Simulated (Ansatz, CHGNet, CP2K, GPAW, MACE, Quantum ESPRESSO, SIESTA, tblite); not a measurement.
## Random packing of W68Si32 (at. %) (85 atoms): runs against a plane-wave reference

Density of this cell: 14.3 g/cm³. The cell holds 85 atoms: 58 W and 27 Si. Its edges and angles: a = 10.997 Å, b = 10.997 Å, c = 10.997 Å, α = 90.0°, β = 90.0°, γ = 90.0°. 85 atoms (58 W, 27 Si) packed at random in a cube at 14.3 g/cm³ and pushed apart as soft spheres; a start for melting by ab initio MD, not an equilibrated structure. Then every atom was moved at random, 0.02 Å r.m.s. a Cartesian component.

Geometry: as built.

The reference, a calculation:

- method: Kohn-Sham DFT, PBE, PAW, plane waves (Ansatz 0.2.0); cutoff 420 eV, Γ point, fermi-dirac smearing of 0.05 eV; PAW set soft_2
- r.m.s. force component: 1.669 eV/Å
- longest force: 5.972 eV/Å
- pressure: 26.99 GPa
- SCF cycles: 9
- time: 14 s on 8 threads of Arm Neoverse V2, shared host
- CPU time: 1.7 min

**Question.** The same geometry is run in other programs. How far does each lie from the reference, and what does it cost?
- CHGNet 0.3.0 potential (CHGNet 0.3.0; 1 thread)
- SIESTA PBE, DZP, shift 0.01 Ry, mesh 300 Ry (SIESTA 5.4.2; 4 MPI ranks)
- MACE MPA-0 medium potential (MACE MPA-0 medium; 1 thread)
- CP2K PBE, SZV-MOLOPT-SR, 350/50 Ry, diagonalisation (CP2K 2026.2; 1 thread)
- SIESTA PBE, DZ, shift 0.01 Ry, mesh 300 Ry (SIESTA 5.4.2; 2 MPI ranks)
- CHGNet r2SCAN potential (CHGNet r2SCAN; 1 thread)
- SIESTA PBE, SZP, shift 0.01 Ry, mesh 300 Ry (SIESTA 5.4.2; 2 MPI ranks)
- QE PBE, sssp-1.3.0-efficiency, 45/360 Ry (Quantum ESPRESSO 7.5; 4 MPI ranks)
- CP2K PBE, DZVP-MOLOPT-SR, 350/50 Ry, diagonalisation (CP2K 2026.2; 4 MPI ranks)

Differences are against the plane-wave reference, forces as r.m.s. over components; share is that over the reference's r.m.s. force, slope the least-squares factor from reference forces to these. Total energies of different programs have different zeros and aren't compared.

| run | Δ force, r.m.s. (meV/Å) | share (%) | slope | Δ pressure (GPa) | cores | CPU time | memory (GiB) |
| --- | --- | --- | --- | --- | --- | --- | --- |
| reference | - | - | - | - | 8 | 1.7 min | 2.2 |
| CHGNet 0.3.0 potential | 605 | 36.3 | 1.036 | 1.52 | 1 | 3.7 s | 1.1 |
| SIESTA PBE, DZP, shift 0.01 Ry, mesh 300 Ry | 249 | 14.9 | 1.122 | 2.91 | 4 | 11 min | 2.3 |
| MACE MPA-0 medium potential | 478 | 28.6 | 0.886 | -2.62 | 1 | 7.2 s | 1 |
| CP2K PBE, SZV-MOLOPT-SR, 350/50 Ry, diagonalisation (coarse) | 621 | 37.2 | 0.953 | 8.47 | 1 | 6 min | 1.7 |
| SIESTA PBE, DZ, shift 0.01 Ry, mesh 300 Ry (coarse) | 483 | 28.9 | 1.157 | 2.63 | 2 | 5 min | 1.3 |
| CHGNet r2SCAN potential | 638 | 38.2 | 0.938 | -2.17 | 1 | 3.6 s | 1.1 |
| SIESTA PBE, SZP, shift 0.01 Ry, mesh 300 Ry (coarse) | 374 | 22.4 | 1.192 | 4.91 | 2 | 7.1 min | 1.6 |
| QE PBE, sssp-1.3.0-efficiency, 45/360 Ry | 25.4 | 1.52 | 1.012 | -0.865 | 4 | 22 min | 5.7 |
| CP2K PBE, DZVP-MOLOPT-SR, 350/50 Ry, diagonalisation | 52.4 | 3.14 | 0.981 | -1.30 | 4 | 16 min | 5.1 |

Rows marked coarse were listed beforehand as settings not expected to be converged; some can still land near the reference.

Times of the machine-learned potentials are mostly Python's start and the loading of weights.

CPU time is summed over cores on a shared host, where runs went side by side, so it is rough. Symmetry, cutoffs, thresholds, outputs and thread counts weren't matched or tuned between programs; memory under MPI is the largest rank's times the ranks.

PBE on plane waves or a grid with other potentials, cutoffs or grids, coarse settings apart, differs from the reference by 1.5 % (QE PBE, sssp-1.3.0-efficiency, 45/360 Ry) of the r.m.s. force; this holds the reference's own error, so differences of a few per cent don't tell which side is nearer the exact PBE result (QE's 45 Ry are 612 eV, against the reference's 420 eV). The PBE runs in local orbitals, coarse settings apart, differ by 3.1 % (CP2K PBE, DZVP-MOLOPT-SR, 350/50 Ry, diagonalisation) to 15 % (SIESTA PBE, DZP, shift 0.01 Ry, mesh 300 Ry); basis, grid and potentials can all enter. Machine-learned potentials differ by 29 % (MACE MPA-0 medium potential) to 38 % (CHGNet r2SCAN potential); they were trained on other programs' data, some at another functional. Runs with settings chosen to be coarse differ by 22 % (SIESTA PBE, SZP, shift 0.01 Ry, mesh 300 Ry) to 37 % (CP2K PBE, SZV-MOLOPT-SR, 350/50 Ry, diagonalisation), their programs' other errors included. Machine-learned potentials mimic data converged in k, so the reference's own k-point error enters their differences. The electronic-structure runs sample only Γ, in a cell whose shortest periodic width is 11 Å, which is coarse for a cell with partly filled levels.

[Hosts, paths, dates, database ids (printed as entryN), source tags and the programs' standing remarks are cut or masked in the printed files.]
